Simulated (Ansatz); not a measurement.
# TlSe3F (built on the sites of a database entry of TlIO3): from the cell to its phonons

How does TlSe3F (built on the sites of a database entry of TlIO3) vibrate, and is this structure a minimum?

Method: DFT PBEsol, scalar-relativistic, plane waves, PAW, in Ansatz 0.2.0.

The structure was built from a prototype and need not be the compound's stable phase.

**1. Starting point**

It takes space group R3m (No. 160, trigonal). The conventional cell has a = 6.725 Å, b = 6.725 Å, c = 8.501 Å, α = 90.00°, β = 90.00°, γ = 120.00°. Tl has 3 Se at 3.14 Å nearest. Nearest to F lie 3 Se at 1.94 Å. Nearest to Se lie 1 F at 1.94 Å. Farther neighbours and most contacts between anions are not listed.

**2. Coarse relaxation**

The start is far from rest, so a relaxation with loose tolerances brings it close first.

Input file input.yaml:

```yaml
crystal:
  lattice:
    - [3.36242, 1.94129, 2.83379]
    - [-3.36242, 1.94129, 2.83379]
    - [0.0, -3.88259, 2.83379]
  atoms:
    - { symbol: Tl, position: [0.00875085, 0.00875085, 0.00875085] }
    - { symbol: F, position: [0.50186733, 0.50186733, 0.50186733] }
    - { symbol: Se, position: [0.90328765, 0.46189709, 0.46189709] }
    - { symbol: Se, position: [0.46189709, 0.90328765, 0.46189709] }
    - { symbol: Se, position: [0.46189709, 0.46189709, 0.90328765] }
kpoints:
  mp_grid: { grid: [6, 6, 6] }
hamiltonian:
  xc: pbesol
scf:
  occupations: { method: gaussian, width: 0.1 }
output:
  forces: true
  stress: true
  eigenvalues: true
relax:
  adjacent_minimum: "off"
  f_tol: 0.05
  max_steps: 80
  cell: { stress_tol: 0.5 }
```

Launch:

```console
$ ansatz run input.yaml --threads 8 --pin off --max-ram 14336MiB --backend cpu --events-out ev --progress --plain --runs-dir out
```

Numbers of over 12 decimals in the logs are rounded to 6 here.

Output:

```text
The last accepted step is kept in <dir> (removed where the run ends without a failure and the disk answers)
Engine: ansatz 0.2.0, x86_64-unknown-linux-gnu
Pseudopotentials: kind: paw
Pseudopotential: Tl, paw, valence charge 13, recommended cutoff 420 eV (normal), Tl.paw.azcp
Pseudopotential: F, paw, valence charge 7, recommended cutoff 420 eV (normal), F.paw.azcp
[...]
cell:  # Å, volume = 119.2279 Å³
    - [3.422717, 1.976105, 2.937957]
    - [-3.422717, 1.976105, 2.937957]
    - [-7.818651535857524e-18, -3.952215, 2.937953]
  atoms:
    - { symbol: Tl, position: [-0.103941, -0.103941, -0.103941] }
    - { symbol: F, position: [0.625257, 0.625257, 0.625257] }
    - { symbol: Se, position: [1.037242, 0.389571, 0.389571] }
    - { symbol: Se, position: [0.389571, 1.037242, 0.389571] }
    - { symbol: Se, position: [0.389571, 0.389571, 1.037242] }
[key lines of the parts left out:]
SCF converged after 6 iterations
Free energy (F): -28367.559061 eV
Fermi energy:    7.530313 eV
P = ⅓ Tr σ = 0.2662 GPa (2.662 kbar)
```

It took 9.5 s on 8 threads of AMD EPYC 9R45, shared host; peak memory 0.67 GiB; 67 s of CPU time.

Relaxation path:

```tsv
step	energy less that of the first step (eV)	largest force component (eV/Å)	pressure (GPa)	volume (Å³)
1	0.0000	4.4841	7.04	110.98
2	-0.9393	2.2698	4.80	104.61
3	-1.4215	0.8365	0.85	105.95
4	-1.8460	0.6824	1.53	102.16
5	-2.3899	2.0970	2.90	102.47
6	-2.8572	2.1065	7.49	104.50
7	-3.4805	1.1121	-0.47	115.04
8	-3.6682	0.7428	0.09	118.74
9	-3.8310	0.1602	-0.51	120.11
10	-3.8153	0.4219	0.62	120.43
11	-3.8377	0.0680	0.23	118.90
12	-3.8384	0.0158	0.12	119.23
13*	-3.8488	0.0155	0.27	119.23
```

Relaxation steps marked * repeat the geometry before them on a plane-wave basis chosen anew for their cell, so energy and pressure can jump there. Relaxation step 10 was tried and not accepted.

Forces are held to the 6 operations that the run works with; a distortion that breaks them can't arise in this run.

```tsv
conventional cell, symmetrised	before	after	change
a (Å)	6.725	6.845	+1.8 %
b (Å)	6.725	6.845	+1.8 %
c (Å)	8.501	8.814	+3.7 %
volume (Å³/atom)	22.20	23.85	+7.4 %
```

The atoms that moved most (Å, as changes of fractional coordinates times the final cell):

```tsv
atom	dx	dy	dz	length
F2	0.000	0.000	1.088	1.088
Tl1	0.000	0.000	-0.993	0.993
Se5	0.000	-0.815	-0.031	0.816
Se3	0.706	0.408	-0.031	0.816
Se4	-0.706	0.408	-0.031	0.816
```

Final coordinates:

```xyz
5
Lattice="3.4227 1.9761 2.9380 -3.4227 1.9761 2.9380 0.0000 -3.9522 2.9380" Properties=species:S:1:pos:R:3 pbc="T T T"
Tl    0.0000    0.0000   -0.9161
F     0.0000    0.0000    5.5109
Se    2.2168    1.2799    5.3365
Se   -2.2168    1.2799    5.3365
Se    0.0000   -2.5597    5.3365
```

This step gave:

- pressure: 0.2662 GPa
- volume per atom: 23.85 Å³
- gap on the k-mesh: 0.2488 eV
- direct gap on mesh: 0.5791 eV

In this step the volume went from 22.20 to 23.85 Å³/atom.

**3. Relaxation**

Harmonic phonons are second derivatives at a point where the forces vanish, and they are wanted at zero stress, so atoms and cell are relaxed first.

Input file input.yaml:

```yaml
crystal:
  lattice:
    - [3.4227170429, 1.9761048782, 2.9379569516]
    - [-3.4227170429, 1.9761048782, 2.9379569516]
    - [0.0, -3.9522149401, 2.9379534649]
  atoms:
    - { symbol: Tl, position: [-0.103940939, -0.103940939, -0.103940939] }
    - { symbol: F, position: [0.6252568646, 0.6252568646, 0.6252568646] }
    - { symbol: Se, position: [1.0372417073, 0.3895711886, 0.3895711886] }
    - { symbol: Se, position: [0.3895711886, 1.0372417073, 0.3895711886] }
    - { symbol: Se, position: [0.3895711886, 0.3895711886, 1.0372417073] }
kpoints:
  mp_grid: { grid: [6, 6, 6] }
hamiltonian:
  xc: pbesol
scf:
  occupations: { method: gaussian, width: 0.01 }
output:
  forces: true
  stress: true
  eigenvalues: true
relax:
  adjacent_minimum: "off"
  f_tol: 0.005
  max_steps: 80
  cell: { stress_tol: 0.05 }
```

Output:

```text
[...]
Crystal: 5 atoms, lattice volume = 119.228 Å³
Basis set: ecut = 420 eV, 2325 PW (Γ), exchange–correlation on 72×72×72 points (8 copies of the dense FFT grid, shifted against one another)
Bands: 41, of which v1, the nominal top of the filled ones, is band 34 counted from 1 (33 counted from 0)
Symmetry: 6 space group operations
[...]
k-points: 32 of 216 (time reversal used)
[...]
cell:  # Å, volume = 120.4550 Å³
    - [3.427999, 1.979154, 2.959055]
    - [-3.427999, 1.979154, 2.959055]
    - [0, -3.958314, 2.959052]
  atoms:
    - { symbol: Tl, position: [-0.104236, -0.104236, -0.104236] }
    - { symbol: F, position: [0.626849, 0.626849, 0.626849] }
    - { symbol: Se, position: [1.037113, 0.388987, 0.388987] }
    - { symbol: Se, position: [0.388987, 1.037113, 0.388987] }
    - { symbol: Se, position: [0.388987, 0.388987, 1.037113] }
[key lines of the parts left out:]
SCF converged after 7 iterations
Free energy (F): -28367.560338 eV
Fermi energy:    7.401510 eV
P = ⅓ Tr σ = 0.0166 GPa (0.166 kbar)
```

Wall time 3.4 s (8 threads); peak memory 0.68 GiB.

The steps of the relaxation:

```tsv
step	energy less that of the first step (eV)	largest force component (eV/Å)	pressure (GPa)	volume (Å³)
1	0.0000	0.0152	0.27	119.23
2	0.0004	0.0161	-0.12	120.91
3	-0.0002	0.0075	-0.02	120.52
4	-0.0003	0.0016	0.00	120.46
5*	-0.0014	0.0015	0.02	120.46
```

Relaxation steps marked * repeat the geometry before them on a plane-wave basis chosen anew for their cell, so energy and pressure can jump there.

The run keeps the 6 symmetry operations that it works with, so distortions that break them were not tested.

```tsv
conventional cell, symmetrised	before	after	change
a (Å)	6.845	6.856	+0.2 %
b (Å)	6.845	6.856	+0.2 %
c (Å)	8.814	8.877	+0.7 %
volume (Å³/atom)	23.85	24.09	+1.0 %
```

The atoms that moved most (Å, as changes of fractional coordinates times the final cell):

```tsv
atom	dx	dy	dz	length
F2	0.000	0.000	0.014	0.014
```

The relaxed structure:

```cif
data_structure
_symmetry_space_group_name_H-M 'P 1'
_symmetry_Int_Tables_number 1
_cell_length_a 4.9421
_cell_length_b 4.9421
_cell_length_c 4.9421
_cell_angle_alpha 87.837
_cell_angle_beta 87.837
_cell_angle_gamma 87.837
_cell_volume 120.45
loop_
_atom_site_label
_atom_site_type_symbol
_atom_site_fract_x
_atom_site_fract_y
_atom_site_fract_z
_atom_site_occupancy
Tl1 Tl 0.89576 0.89576 0.89576 1
F2 F 0.62685 0.62685 0.62685 1
Se3 Se 0.03711 0.38899 0.38899 1
Se4 Se 0.38899 0.03711 0.38899 1
Se5 Se 0.38899 0.38899 0.03711 1
```

This step gave:

- pressure: 0.01664 GPa
- gap on the k-mesh: 0.2748 eV
- volume per atom: 24.09 Å³
- direct gap on mesh: 0.5583 eV

In this step the volume went from 23.85 to 24.09 Å³/atom.

**4. Tight relaxation**

Phonons need a cell at rest on their own settings, so the relaxation is repeated with tight tolerances on forces and stress, using the mesh and the filling of the phonon run that follows.

Input file input.yaml:

```yaml
crystal:
  lattice:
    - [3.4279986038, 1.9791541763, 2.9590553523]
    - [-3.4279986038, 1.9791541763, 2.9590553523]
    - [0.0, -3.9583135737, 2.9590518603]
  atoms:
    - { symbol: Tl, position: [-0.1042364262, -0.1042364262, -0.1042364262] }
    - { symbol: F, position: [0.626849451, 0.626849451, 0.626849451] }
    - { symbol: Se, position: [1.0371129687, 0.3889870083, 0.3889870083] }
    - { symbol: Se, position: [0.3889870083, 1.0371129687, 0.3889870083] }
    - { symbol: Se, position: [0.3889870083, 0.3889870083, 1.0371129687] }
kpoints:
  mp_grid: { grid: [6, 6, 6] }
hamiltonian:
  xc: pbesol
scf:
  occupations: { method: fixed }
output:
  forces: true
  stress: true
  eigenvalues: true
relax:
  adjacent_minimum: "off"
  f_tol: 0.001
  max_steps: 60
  cell: { stress_tol: 0.01 }
```

Output:

```text
[...]
Crystal: 5 atoms, lattice volume = 120.455 Å³
Basis set: ecut = 420 eV, 2361 PW (Γ), exchange–correlation on 72×72×72 points (8 copies of the dense FFT grid, shifted against one another)
Bands: 41, of which v1, the nominal top of the filled ones, is band 34 counted from 1 (33 counted from 0)
Symmetry: 6 space group operations
[...]
k-points: 32 of 216 (time reversal used)
[...]
cell:  # Å, volume = 120.5790 Å³
    - [3.428523, 1.979457, 2.961195]
    - [-3.428523, 1.979457, 2.961195]
    - [-1.1835516456830108e-19, -3.958919, 2.961191]
  atoms:
    - { symbol: Tl, position: [-0.104527, -0.104527, -0.104527] }
    - { symbol: F, position: [0.626892, 0.626892, 0.626892] }
    - { symbol: Se, position: [1.037244, 0.389045, 0.389045] }
    - { symbol: Se, position: [0.389045, 1.037244, 0.389045] }
    - { symbol: Se, position: [0.389045, 0.389045, 1.037244] }
[key lines of the parts left out:]
SCF converged after 6 iterations
Free energy (F): -28367.560337 eV
Fermi energy:    7.250294 eV
P = ⅓ Tr σ = 0.0012 GPa (0.012 kbar)
```

It took 3.3 s on 8 threads; peak memory 0.68 GiB.

Little changed from the start: no atom moved by 0.005 Å and no cell edge by 0.1 %.

This step gave:

| Property | Result |
| --- | --- |
| pressure | 0.001234 GPa |
| gap on the k-mesh | 0.2787 eV |
| volume per atom | 24.12 Å³ |
| direct gap on mesh | 0.5579 eV |

The largest force component left is 0.21 meV/Å and the pressure is 0.001 GPa, within the tolerances set. The cell now holds 24.12 Å³/atom.

**5. Zone-centre response**

The zone centre comes first: it holds the modes that light can see, as far as symmetry allows. The response to a homogeneous field gives the Born charges and the dielectric tensor.

Input file input.yaml:

```yaml
crystal:
  lattice:
    - [3.4285232222, 1.9794570636, 2.961194869]
    - [-3.4285232222, 1.9794570636, 2.961194869]
    - [0.0, -3.9589193521, 2.9611913764]
  atoms:
    - { symbol: Tl, position: [-0.104526883, -0.104526883, -0.104526883] }
    - { symbol: F, position: [0.6268922782, 0.6268922782, 0.6268922782] }
    - { symbol: Se, position: [1.0372437745, 0.3890454202, 0.3890454202] }
    - { symbol: Se, position: [0.3890454202, 1.0372437745, 0.3890454202] }
    - { symbol: Se, position: [0.3890454202, 0.3890454202, 1.0372437745] }
kpoints:
  mp_grid: { grid: [6, 6, 6] }
hamiltonian:
  xc: pbesol
scf:
  occupations: { method: fixed }
output:
  eigenvalues: true
phonons:
  method: dfpt
  dielectric: true
  rigid_motions: translations
```

Output:

```text
[...]
Crystal: 5 atoms, lattice volume = 120.579 Å³
Basis set: ecut = 420 eV, 2361 PW (Γ), exchange–correlation on 72×72×72 points (8 copies of the dense FFT grid, shifted against one another)
Bands: 41, of which v1, the nominal top of the filled ones, is band 34 counted from 1 (33 counted from 0)
Symmetry: 6 space group operations
k-points: 112 of 216 (irreducible under 1 space group operation, time reversal used)
[...]
SCF iter   1: F=—  HF=-28367.598324 eV  |F-HF|=—  |Δ(HF+E_count)|=         —  Δρ=1.22e-2  dr2=1.63e-1  ethr=1.77e-3  ⟨swp⟩=5.0  Hψ=15779  notcnv=0  defer=530
[...]
SCF iter  10: F=-28367.560337 eV  HF=-28367.560337 eV  |F-HF|=1.09e-11  |Δ(HF+E_count)|=  2.07e-10  Δρ=1.39e-7  dr2=2.97e-11  ethr=1.00e-12  ⟨swp⟩=11.9  Hψ=26686  notcnv=0
SCF 1 converged in 10 iterations: F = -28367.560337 eV  dr2 = 2.97e-11
[...]
NSCF: frozen V_eff on 30 k-points
DFPT response loops at Γ: preconditioner auto → Resta (q_TF=auto, 2.480 Å⁻¹)  ε∞=14.7 (no band partly filled); β = 1.00, the filter's whole step (`scf.mixing.beta` (0.50) is not read by the response loops at its default; to damp them type it under 1.00, their step now; it binds the ground state too); Broyden in place of MSR1
── the response to a field inside a basis, on 10×10×10 k-points: an SCF that follows is theirs, and a resumed run solves both again ──
Bands: 35, of which v1, the nominal top of the filled ones, is band 34 counted from 1 (33 counted from 0)
k-points: 110 of 1000 (time reversal used)
[...]
Eigensolver: Dense (110 Hₖ)
SCF iter   1: F=—  HF=-28367.529812 eV  |F-HF|=—  |Δ(HF+E_count)|=         —  Δρ=2.63e-4  dr2=2.32e-5  ethr=1.00e-1
[...]
SCF iter   5: F=-28367.529817 eV  HF=-28367.529817 eV  |F-HF|=1.58e-9  |Δ(HF+E_count)|=   1.22e-7  Δρ=3.71e-6  dr2=1.37e-8  ethr=3.37e-10
SCF 1 converged in 5 iterations: F = -28367.529817 eV  dr2 = 1.37e-8
[...]
WARN: field response: ε∞ stands inside a basis, on 10×10×10 points; the force constants stand on the 6×6×6 k-mesh, whose period is 11.12 times the interband length at k = (0.0000, -0.5000, -0.5000), direct gap 0.558 eV, under 14: take them and everything formed from them as unconverged, and compare with a denser kpoints.mp_grid
SCF converged after 10 iterations
Free energy (F): -28367.560337 eV
[...]
Internal energy: -28367.560337 eV  (E = F + TS)
E sigma→0 (E₀):  -28367.560337 eV
Fermi energy:    7.250295 eV
[...]
--- Band table (eV; the first three rows and the last of 112) ---
  k-point 0: bands = [... 30 lower, 4.1261, 5.1715, 5.9349, 5.9349, 7.6674, 9.1724, 9.1724, 12.3355, ... 3 higher]
  k-point 1: bands = [... 30 lower, 4.4810, 5.1154, 5.7807, 6.1211, 7.6631, 9.2238, 9.2249, 11.5861, ... 3 higher]
  k-point 2: bands = [... 30 lower, 4.6363, 5.2491, 5.5542, 6.4898, 7.5838, 9.2457, 9.3023, 10.6822, ... 3 higher]
  k-point 111: bands = [... 30 lower, 4.3802, 4.9185, 7.2503, 7.2503, 8.7328, 9.3882, 9.3882, 11.5890, ... 3 higher]
--- Phonons (Γ-DFPT): 6 representative perturbations + reference, on 112 of 216 k-points (Σ response iterations 21) ---
  k mesh reduced under 1 symmetry operation, with k and −k counted as one. Each operation leaves every solved perturbation unchanged. A smaller set is not considered because the run solves the response to a homogeneous field
  ASR residual: 8.456e-5 → 0.000e0 eV/Å²; symmetrization residual: 2.737e-4 eV/Å²
  ASR residual per site (eV/Å²): 8.46e-5 8.30e-6 2.93e-5 2.93e-5 2.93e-5
  Γ frequencies (cm⁻¹): 0.00 0.00 0.00 18.89 18.89 42.15 45.59 45.88 45.88 96.23 96.23 194.34 194.34 237.27 296.58
  ε∞ (high-frequency dielectric tensor):
       13.047474     0.000000     0.000000
        0.000000    13.047474    -0.000003
        0.000000    -0.000003    17.501135
  ε⁰ (static dielectric tensor: ions relaxed, cell fixed):
      163.192943     0.000000     0.000000
        0.000000   163.192943     0.000080
        0.000000     0.000080    27.580654
  ε⁰ − ε∞ (ionic part):
      150.145470     0.000000     0.000000
        0.000000   150.145470     0.000082
        0.000000     0.000082    10.079519
  softest optical mode at Γ: 18.89 cm⁻¹; the repairs (sum rule, projections) moved no ω² at Γ by more than (7.67 cm⁻¹)²
  Born effective charges Z* (e; rows j = field, columns β = displacement):
    site 0:
         1.71951   -0.00000    0.00000
         0.00000    1.71951   -0.00000
        -0.00000   -0.00000    3.52855
    site 1:
        -2.41006    0.00000   -0.00000
         0.00000   -2.41006   -0.00000
        -0.00000   -0.00000   -1.92322
    site 2:
         0.84450    1.06402    0.81668
         1.06402   -0.38413    0.47151
         1.89435    1.09370   -0.53511
    site 3:
         0.84450   -1.06402   -0.81668
        -1.06402   -0.38413    0.47151
        -1.89435    1.09370   -0.53511
    site 4:
        -0.99845   -0.00000    0.00000
        -0.00000    1.45882   -0.94302
        -0.00000   -2.18740   -0.53511
  Z* charge neutrality: 7.132e-3 e pre-enforcement
  solved inside a basis spanned on kpoints, on 10×10×10 k-points, its susceptibility summed on 12×12×12: ε∞ is read to err by 7.9e-2, Z* by 2.6e-2 e (field_mesh: kpoints solves on kpoints); Z* is corrected for what the basis lacks
  optical modes at Γ without the LO–TO term, one row a degenerate level:
      ω (cm⁻¹)  modes    IR ((D/Å)²/amu)
         18.89      2             5.5667
         42.15      1             0.0000
         45.59      1             0.9364
         45.88      2             0.0010
         96.23      2            12.6618
        194.34      2             0.0632
        237.27      1             1.9452
        296.58      1             7.4599
  optical modes at Γ + LO–TO along q̂ = [1.0000, 0.0000, 0.0000]:
      ω (cm⁻¹)  modes    IR ((D/Å)²/amu)
         18.89      1             2.7834
         42.15      1             0.0000
         45.43      1             0.3972
         45.59      1             0.9364
         45.88      1             0.0005
         46.00      1             0.1137
         96.23      1             6.3309
        140.96      1             8.5476
[...]
optical modes at Γ + LO–TO along q̂ = [0.0000, 1.0000, 0.0000]:
      ω (cm⁻¹)  modes    IR ((D/Å)²/amu)
[...]
194.34      1             0.0316
        194.53      1             0.0879
        237.27      1             1.9452
        296.58      1             7.4599
  optical modes at Γ + LO–TO along q̂ = [0.0000, 0.0000, 1.0000]:
      ω (cm⁻¹)  modes    IR ((D/Å)²/amu)
         18.89      2             5.5667
         42.15      1             0.0000
         45.88      2             0.0010
         54.03      1             0.7382
         96.23      2            12.6618
        194.34      2             0.0632
        240.61      1             1.2637
        309.80      1             8.3395
```

Elapsed: 35 s, on 8 threads; peak memory 2.5 GiB.

Numbers from this step:

| Item | Value |
| --- | --- |
| sum-rule residual before enforcement | 8.46e-5 eV/Å² |
| miss of the charge sum rule | 0.007132 e |
| estimated error of the dielectric tensor | 0.07939 |
| estimated error of the Born charges | 0.02632 e |
| point group | 3m |
| highest optical mode at the zone centre (no LO-TO term) | 296.6 cm⁻¹ |
| lowest optical zone-centre mode | 18.89 cm⁻¹ |
| mean high-frequency dielectric constant | 14.53 |
| largest Born charge (third of the trace) | 2.323 e |
| mean static dielectric constant | 118.0 |
| top of the zone-centre spectrum with the field | 309.8 cm⁻¹ |

Without the LO-TO term. Patterns of degenerate modes are one choice out of their space. The modes at Γ (shares of kinetic energy by element, %):

```tsv
mode	frequency (cm⁻¹)	symmetry	Tl %	F %	Se %
1	0.0	acoustic	44	4	51
2	0.0	acoustic	44	4	51
3	0.0	acoustic	44	4	51
4	18.9	E	10	45	45
5	18.9	E	10	45	45
6	42.1	A2	0	0	100
7	45.6	A1	51	1	48
8	45.9	E	45	1	53
9	45.9	E	45	1	53
10	96.2	E	0	40	60
11	96.2	E	0	40	60
12	194.3	E	0	9	91
13	194.3	E	0	9	91
14	237.3	A1	4	83	13
15	296.6	A1	1	12	88
```

Displacements in mode 4 (18.9 cm⁻¹), the largest set to 1:
```
Tl1 -0.15 -0.12  0.00
F2   1.00  0.83  0.00
Se3 -0.01  0.02  0.50
Se4  0.06  0.10 -0.17
Se5  0.09  0.00 -0.32
```

Displacements in mode 7 (45.6 cm⁻¹), the largest set to 1:
```
Tl1  0.00  0.00  1.00
F2   0.00  0.00  0.43
Se3 -0.02 -0.01 -0.90
Se4  0.02 -0.01 -0.90
Se5  0.00  0.02 -0.90
```

Optical modes at the zone centre, without and with the macroscopic field of the longitudinal modes; each column is sorted by frequency, so a row need not hold one and the same mode. Modes with and without the field, by row:

```tsv
rank among optical modes	no field (cm⁻¹)	q along (1, 0, 0) (cm⁻¹)	q along (0, 0, 1) (cm⁻¹)
1	18.9	18.9	18.9
2	18.9	42.1	18.9
3	42.1	45.4	42.1
4	45.6	45.6	45.9
5	45.9	45.9	45.9
6	45.9	46	54
7	96.2	96.2	96.2
8	96.2	141	96.2
9	194.3	194.3	194.3
10	194.3	194.5	194.3
11	237.3	237.3	240.6
12	296.6	296.6	309.8
```

Born charge (rows field, columns displacement) (e), principal values of the symmetric part by kind of site:

```tsv
atom	atoms with these values	low	middle	high	mean
Tl1	1	1.72	1.72	3.53	2.32
F2	1	-2.41	-2.41	-1.92	-2.25
Se3	3	-1.39	-1.00	2.32	-0.02
```

In full for F2:

```
-2.41  0.00  0.00
 0.00 -2.41  0.00
 0.00  0.00 -1.92
```

High-frequency dielectric tensor:

```
13.05  0.00  0.00
 0.00 13.05  0.00
 0.00  0.00 17.50
```

Static dielectric tensor (ions relaxed, fixed cell):

```
163.2   0.0   0.0
  0.0 163.2   0.0
  0.0   0.0  27.6
```

Transverse modes. Infrared lines, with heights relative to the strongest:

```tsv
position (cm⁻¹)	lines merged	relative intensity
19	1	44
42	1	0.0
46	2	7.4
96	1	100
194	1	0.5
237	1	15
297	1	59
```

Before it was imposed, the acoustic sum rule was missed by 8.5e-5 eV/Å² and the charge sum rule by 0.0071 e. Small misses are needed for a sound result but don't prove that mesh and cutoff are converged. The lowest optical mode is real, 18.9 cm⁻¹.

The log warns of the k mesh: “the force constants stand on the 6×6×6 k-mesh, whose period is 11.12 times the interband length at k = (0.0000, -0.5000, -0.5000), direct gap 0.558 eV, under 14: take them and everything formed from them as unconverged”.

[end of part 1 of 2]

[Logs are printed without paths, hosts, clocks, repeated set-up lines and the standing remarks that a program may print on its own settings, such as how far it seeks lower states.]

[Hosts, paths, dates, database ids (printed as entryN), source tags and the programs' standing remarks are cut or masked in the printed files.]
